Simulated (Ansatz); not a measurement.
An input for Ansatz 0.2.0 (Sb2Ru (Pnnm)):

```yaml
crystal:
  lattice:
    - [5.9514, 0.0, 0.0]
    - [0.0, 6.6743, 0.0]
    - [0.0, 0.0, 3.179]
  atoms:
    - { symbol: Sb, position: [0.1812, 0.359, 0.0] }
    - { symbol: Sb, position: [0.8188, 0.641, 0.0] }
    - { symbol: Sb, position: [0.6812, 0.141, 0.5] }
    - { symbol: Sb, position: [0.3188, 0.859, 0.5] }
    - { symbol: Ru, position: [0.0, 0.0, 0.0] }
    - { symbol: Ru, position: [0.5, 0.5, 0.5] }
kpoints:
  mp_grid: { grid: [4, 2, 4] }
  band_path:
    path:
      - [0.0, 0.0, 0.0]
      - [0.5, 0.0, 0.0]
      - [0.5, 0.5, 0.0]
      - [0.0, 0.5, 0.0]
      - [0.0, 0.0, 0.5]
      - [0.5, 0.0, 0.5]
      - [0.5, 0.5, 0.5]
      - [0.0, 0.5, 0.5]
      - [0.0, 0.0, 0.3]
      - [0.0, 0.25, 0.25]
    npoints: 1
hamiltonian:
  xc: hse06
  pseudopotentials: { kind: paw_fr, azcp: { folder: soft_1 } }
scf:
  occupations: { method: fermi_dirac, width: 0.02 }
  n_extra_bands: 12
magnetization:
  noncollinear: true
  spin_orbit: true
output:
  eigenvalues: true
  write_density: true
  write_potential: true
  elf: true
  volumetric_format: npy
```

```sh
ansatz run input.yaml --threads 4 --pin off --max-ram 138240MiB --backend cuda --events-out ev --progress --plain --runs-dir out --devices 1 --max-vram 26GiB
```

Q: Estimate wall time and host memory on 1 × NVIDIA H100 80GB HBM3 (shared by 3 runs) with 4 threads of AMD EPYC 7R13 (Zen 3), shared host.

It took 75 s; on shared hardware allow 37 s to 2.5 min. Peak host memory was 2.4 GiB. The sizes that set the cost: 2471 plane waves a state, 18 irreducible k points and 20 SCF cycles.

Exact exchange couples every pair of k points and filled bands, so it costs far more than a semilocal run.

[Paths, hosts, dates, memory and timing lines, banners, echoed tables and standing remarks are left out of the program output.]

[Logs are printed without paths, hosts, clocks, repeated set-up lines and the standing remarks that a program may print on its own settings, such as how far it seeks lower states.]

[Runs of the session that timed out or met a known fault of the program may be left out.]

[Cells called generated may have been cut or substituted from an entry of the Crystallography Open Database or the Materials Project.]

[Hosts, paths, dates, database ids (printed as entryN), source tags and the programs' standing remarks are cut or masked in the printed files.]
